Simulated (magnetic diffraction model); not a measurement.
# Solving a magnetic structure from powder neutron data: ErTlRu

Space group P6_3mc (no. 186), a = 4.6770 Å, c = 7.1070 Å.

| site | atom | x | y | z |
| --- | --- | --- | --- | --- |
| 2b | Tl | 2/3 | 1/3 | 0.5659 |
| 2a | Er | 0 | 0 | 0.7428 |
| 2b | Ru | 2/3 | 1/3 | 0.9654 |

The compound is invented for this exercise: a known structure type with other elements, its cell scaled to their sizes and not relaxed.

Only Er is taken to order (form factors of Er3+); orders and moment sizes are assumed, and not adapted to the symmetry. Radiation: neutrons of λ = 2.52 Å, 5° to 100°; isotropic B of 0.27 Å² (Tl), 0.33 Å² (Er) and 0.42 Å² (Ru). The intensities are simulated: I ∝ L Σ (|F_N|² + |F_M⊥|²) for unpolarised neutrons, with F_M = 2.695 fm/μB × Σ f(s) S exp(2πi Q·r) exp(−B s²) at Q = H ± k (one set where k and −k are equivalent), only the part normal to Q counting and L = 1/(sin²θ cos θ). For collinear order S is the moment m, which repeats by lattice and centring translations R with the sign exp(−2πi k·R). Form factors are spin-only for 3d ions and dipole or tabulated for f ions, scattering lengths are Sears's of 1992, and absorption is left out. A label names one of the reflections at its angle. The strongest nuclear line in the range is 100, and lines under 0.2 are left out.

Above the ordering temperature:

| 2θ (°) | index | I |
| --- | --- | --- |
| 41.53 | (0 0 2) | 4.9 |
| 41.96 | (1 0 1) | 15.1 |
| 56.29 | (1 0 2) | 87.8 |
| 65.20 | (1 1 0) | 100.0 |
| 76.07 | (1 0 3) | 36.2 |
| 80.33 | (1 1 2) | 10.6 |
| 80.62 | (2 0 1) | 5.5 |
| 90.33 | (0 0 4) | 5.4 |
| 91.47 | (2 0 2) | 46.7 |

Below it (cell unchanged):

| 2θ (°) | I |
| --- | --- |
| 17.90 | 272.3 |
| 31.26 | 104.6 |
| 41.53 | 4.9 |
| 41.96 | 15.1 |
| 45.56 | 39.2 |
| 48.60 | 76.0 |
| 52.89 | 40.3 |
| 55.63 | 26.5 |
| 56.29 | 87.8 |
| 65.20 | 100.0 |
| 65.81 | 59.2 |
| 68.22 | 41.2 |
| 71.75 | 24.5 |
| 76.07 | 36.2 |
| 80.33 | 10.6 |
| 80.62 | 5.5 |
| 83.14 | 45.6 |
| 85.37 | 23.5 |
| 90.33 | 5.4 |
| 90.92 | 22.8 |
| 91.47 | 46.7 |
| 93.11 | 8.2 |
| 98.68 | 8.9 |
| 99.83 | 31.8 |

**Question.** Check that the new lines index with k = (1/2 1/2 0), then choose among these models:
A. collinear moments along [101], 8.9 μB on Er; signs + at (0, 0, 0.7428), + at (0, 0, 0.2428)
B. collinear moments along [100], 8.9 μB on Er; signs + at (0, 0, 0.7428), + at (0, 0, 0.2428)
C. collinear moments along [100], 8.9 μB on Er; signs + at (0, 0, 0.7428), − at (0, 0, 0.2428)
D. collinear moments along [101], 8.9 μB on Er; signs + at (0, 0, 0.7428), − at (0, 0, 0.2428)

The new lines index as (1/2 -1/2 0) at 17.90°, (1/2 1/2 0) at 31.26°, (1/2 -1/2 2) at 45.56° and (3/2 -1/2 0) at 48.60°, that is as H ± k with k = (1/2 1/2 0), one of 3 inequivalent arms of its star (k and −k counted as one), which a powder can't tell apart. Half indices mean that the moments reverse under translations with k·R a half-integer, and the magnetic cell has twice the primitive volume.

Magnetic intensity, observed (below minus above) and for each model:

| 2θ (°) | index | observed | A | B | C | D |
| --- | --- | --- | --- | --- | --- | --- |
| 17.90 | (1/2 -1/2 0) | 272.3 | 272.3 | 88.0 | <0.2 | <0.2 |
| 27.28 | (1/2 -1/2 1) | <0.2 | <0.2 | <0.2 | 201.4 | 151.6 |
| 31.26 | (1/2 1/2 0) | 104.6 | 104.6 | 84.8 | <0.2 | <0.2 |
| 37.63 | (1/2 1/2 1) | <0.2 | <0.2 | <0.2 | 127.4 | 113.6 |
| 45.56 | (1/2 -1/2 2) | 39.2 | 39.2 | 91.2 | <0.2 | <0.2 |
| 48.60 | (3/2 -1/2 0) | 76.0 | 76.0 | 42.1 | <0.2 | <0.2 |
| 53.24 | (3/2 -1/2 1) | <0.2 | <0.2 | <0.2 | 82.3 | 113.2 |
| 72.05 | (3/2 1/2 1) | <0.2 | <0.2 | <0.2 | 59.8 | 69.5 |

Model A matches.

The structure used: k = (1/2 1/2 0), collinear moments along [101], 8.9 μB on Er; signs + at (0, 0, 0.7428), + at (0, 0, 0.2428).
